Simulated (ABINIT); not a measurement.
# KF (Carobbiite): G0W0 in ABINIT against the bands in the screening

Wanted: the cheapest bands in the screening that holds the gap of KF (Carobbiite).

Calculated with ABINIT 10.8.3; LDA and many-body steps on it, plane waves.

Report form: the programs' logs are mostly left out.

## Step 1: Set-up

The structure is cubic, space group Fm-3m (No. 225). The conventional cell has a = 5.344 Å, b = 5.344 Å, c = 5.344 Å, α = 90.00°, β = 90.00°, γ = 90.00°. Nearest to K lie 6 F at 2.67 Å. Nearest to F lie 6 K at 2.67 Å. Farther neighbours and most contacts between anions are not listed.

The cell and positions come from the Crystallography Open Database and are kept as given unless a step says otherwise.

## Step 2: Screening, 4×4×4 mesh, 16 bands, screening to 106.1 eV

This step: ABINIT 10.8.3; RPA screening on LDA, plane waves, norm-conserving pseudopotentials.

The RPA dielectric matrix is built and inverted for each q.

File run.abi:

```
acell 3*1.0 Angstrom
rprim 
  -0.000000000000 2.671850000000 2.671850000000
  2.671850000000 -0.000000000000 2.671850000000
  2.671850000000 2.671850000000 0.000000000000
ntypat 2
znucl 19 9
natom 2
typat 1 2
xred 
  0.000000000000 0.000000000000 0.000000000000
  0.500000000000 0.500000000000 0.500000000000
pp_dirpath "pseudos"
pseudos "K.upf, F.upf"
ecut 36
ngkpt 4 4 4
nshiftk 1
shiftk 0 0 0
kptopt 1
chksymbreak 0
istwfk *1
occopt 1
irdwfk 1
optdriver 3
nband 16
ecuteps 3.9
inclvkb 2
awtr 1
symchi 1
indata_prefix "in"
outdata_prefix "out"
tmpdata_prefix "tmp"
```

Run with:

```
$ OMP_NUM_THREADS=1 mpirun -n 4 abinit run.abi > log
```

Wall time 3 s (4 MPI ranks of Arm Neoverse V1, shared host); peak memory 0.11 GiB; 12 s of CPU time.

This step gave:

```yaml
eps_infinity_with_local_fields_on_this_mesh_along_the_program_s_q_direction: 1.839
the_same_without_local_fields: 2.002
plasma_frequency: 24.05 eV
plane_waves_in_the_screening_matrix: 113
```

Local fields lower ε∞ by 8 %. On a Γ-centred mesh this coarse the value itself is usually too large, while a short band sum pulls it down.

## Step 3: 16 bands

The self-energy is evaluated for the states that the input lists, and the levels follow from it, in one-shot runs by the linearised quasiparticle equation.

This step: G0W0 on LDA, plane waves, norm-conserving pseudopotentials.

Edit run.abi of step 2 so:

```diff
@@ -23,8 +23,15 @@
 irdwfk 1
-optdriver 3
-nband 16
+optdriver 4
+nband 29
+gwcalctyp 0
+ecutsigx 36
+symsigma 1
+nkptgw 1
+kptgw 
+  0.0000000000 0.0000000000 0.0000000000
+bdgw 
+  6 12
 ecuteps 3.9
-inclvkb 2
-awtr 1
-symchi 1
+irdscr 1
+ppmodel 1
 indata_prefix "in"
```

Run time: 2.8 s. Hardware: 4 MPI ranks; peak memory 0.14 GiB.

This step gave:

```yaml
g0w0_gap_on_the_points_computed: 10.39 eV
starting_gap_on_the_mesh: 5.821 eV
k_of_the_valence_top: 0, 0, 0
k_of_the_conduction_bottom: 0, 0, 0
z_at_the_valence_top: 0.788
z_at_the_conduction_bottom: 0.901
least_direct_g0w0_gap_on_the_computed_points: 10.39 eV
```

The gap on the mesh goes from 5.82 eV to 10.39 eV, a correction of +4.57 eV.

## Step 4: Screening, 4×4×4 mesh, 29 bands, screening to 106.1 eV

This step: RPA screening on LDA, plane waves, norm-conserving pseudopotentials.

Edit run.abi of step 3 so:

```diff
@@ -23,15 +23,8 @@
 irdwfk 1
-optdriver 4
+optdriver 3
 nband 29
-gwcalctyp 0
-ecutsigx 36
-symsigma 1
-nkptgw 1
-kptgw 
-  0.0000000000 0.0000000000 0.0000000000
-bdgw 
-  6 12
 ecuteps 3.9
-irdscr 1
-ppmodel 1
+inclvkb 2
+awtr 1
+symchi 1
 indata_prefix "in"
```

Elapsed: 4.3 s, on 4 MPI ranks; peak memory 0.42 GiB; 17 s of CPU time.

This step gave:

* ε∞ with local fields, on this mesh, along the program's q direction: 1.934
* the same without local fields: 2.129
* plasma frequency: 24.05 eV
* plane waves in the screening matrix: 113

## Step 5: 29 bands

This step: G0W0 on LDA, plane waves, norm-conserving pseudopotentials.

Edit run.abi of step 4 so:

```diff
@@ -23,8 +23,15 @@
 irdwfk 1
-optdriver 3
+optdriver 4
 nband 29
+gwcalctyp 0
+ecutsigx 36
+symsigma 1
+nkptgw 1
+kptgw 
+  0.0000000000 0.0000000000 0.0000000000
+bdgw 
+  6 12
 ecuteps 3.9
-inclvkb 2
-awtr 1
-symchi 1
+irdscr 1
+ppmodel 1
 indata_prefix "in"
```

It took 2.8 s on 4 MPI ranks; peak memory 0.14 GiB.

Numbers from this step:

* G0W0 gap on the points computed: 9.927 eV
* starting gap on the mesh: 5.821 eV
* k of the valence top: 0, 0, 0
* k of the conduction bottom: 0, 0, 0
* Z at the valence top: 0.806
* Z at the conduction bottom: 0.898
* least direct G0W0 gap on the computed points: 9.927 eV

Against the run before, the gap moves by −0.463 eV.

## Step 6: Screening, 4×4×4 mesh, 58 bands, screening to 106.1 eV

This step: RPA screening on LDA, plane waves, norm-conserving pseudopotentials.

Edit run.abi of step 5 so:

```diff
@@ -23,15 +23,8 @@
 irdwfk 1
-optdriver 4
-nband 29
-gwcalctyp 0
-ecutsigx 36
-symsigma 1
-nkptgw 1
-kptgw 
-  0.0000000000 0.0000000000 0.0000000000
-bdgw 
-  6 12
+optdriver 3
+nband 58
 ecuteps 3.9
-irdscr 1
-ppmodel 1
+inclvkb 2
+awtr 1
+symchi 1
 indata_prefix "in"
```

Run time: 6.6 s. Hardware: 4 MPI ranks; peak memory 0.49 GiB; 26 s of CPU time.

This step gave:

```
ε∞ with local fields, on this mesh, along the program's q direction : 1.953
the same without local fields                                       : 2.160
plasma frequency                                                    : 24.05 eV
plane waves in the screening matrix                                 : 113
```

## Step 7: 58 bands

This step: G0W0 on LDA, plane waves, norm-conserving pseudopotentials.

Edit run.abi of step 6 so:

```diff
@@ -23,8 +23,15 @@
 irdwfk 1
-optdriver 3
-nband 58
+optdriver 4
+nband 29
+gwcalctyp 0
+ecutsigx 36
+symsigma 1
+nkptgw 1
+kptgw 
+  0.0000000000 0.0000000000 0.0000000000
+bdgw 
+  6 12
 ecuteps 3.9
-inclvkb 2
-awtr 1
-symchi 1
+irdscr 1
+ppmodel 1
 indata_prefix "in"
```

Run time: 2.8 s. Hardware: 4 MPI ranks; peak memory 0.14 GiB; 11 s of CPU time.

This step gave:

```yaml
g0w0_gap_on_the_points_computed: 9.719 eV
starting_gap_on_the_mesh: 5.821 eV
k_of_the_valence_top: 0, 0, 0
k_of_the_conduction_bottom: 0, 0, 0
least_direct_g0w0_gap_on_the_computed_points: 9.719 eV
```

Against the run before, the gap moves by −0.208 eV.

## Step 8: Side by side

Times are wall times on 4 MPI ranks of Arm Neoverse V1, shared host, good to a factor of about two. A run's time includes the screening step that it read.

```
     run   mesh  bands  screening cutoff (eV)  DFT gap (eV)  gap on the mesh (eV)  direct (eV)  ε∞ used   time
16 bands  4×4×4     29                  106.1         5.821                10.390       10.390     1.84  5.7 s
29 bands  4×4×4     29                  106.1         5.821                 9.927        9.927     1.93  7.1 s
58 bands  4×4×4     29                  106.1         5.821                 9.719        9.719     1.95  9.3 s
```

## Step 9: Summary of results

| Quantity | Value |
| --- | --- |
| 16 bands | 10.390 eV |
| 29 bands | 9.927 eV |
| 58 bands | 9.719 eV |
| known limits | not at the basis limit; coarse k mesh |

In words: The setting moved: bands in the screening. From 16 bands to 58 bands the gap moves by −0.67 eV. The last step still moves it by −0.208 eV. Bands and screening cutoff are coupled, so a series along one setting does not show full convergence. Bands and cutoff are finite, so the gap is not at the basis limit. The miss can reach some tenths of an eV and take either sign; the mesh is an error of its own. In the first G0W0 run levels were corrected at 1 k point alone, so a gap called «on the mesh» is the least over those, and an edge elsewhere would be missed. The 4×4×4 mesh is coarse for this cell, which bears on the long-range parts of exchange and screening.

[Paths, hosts, dates, memory and timing lines, banners, echoed tables and standing remarks are left out of the program output.]

[Logs are printed without paths, hosts, clocks, repeated set-up lines and the standing remarks that a program may print on its own settings, such as how far it seeks lower states.]

[Runs of the session that timed out or met a known fault of the program may be left out.]

[No measured gap is set beside runs whose start may be inverted or whose files or cutoffs have a known fault.]

[Hosts, paths, dates, database ids (printed as entryN), source tags and the programs' standing remarks are cut or masked in the printed files.]

[G0W0 gaps are taken among the corrected bands and points alone; a level outside them can change the order at an edge.]

[Where Ansatz stands beside ABINIT at settings called matched, ABINIT's density can come from a denser mesh and the files from another edition; pairs whose starting gaps differed by over 0.03 eV were left out, so agreement reads better than it is.]
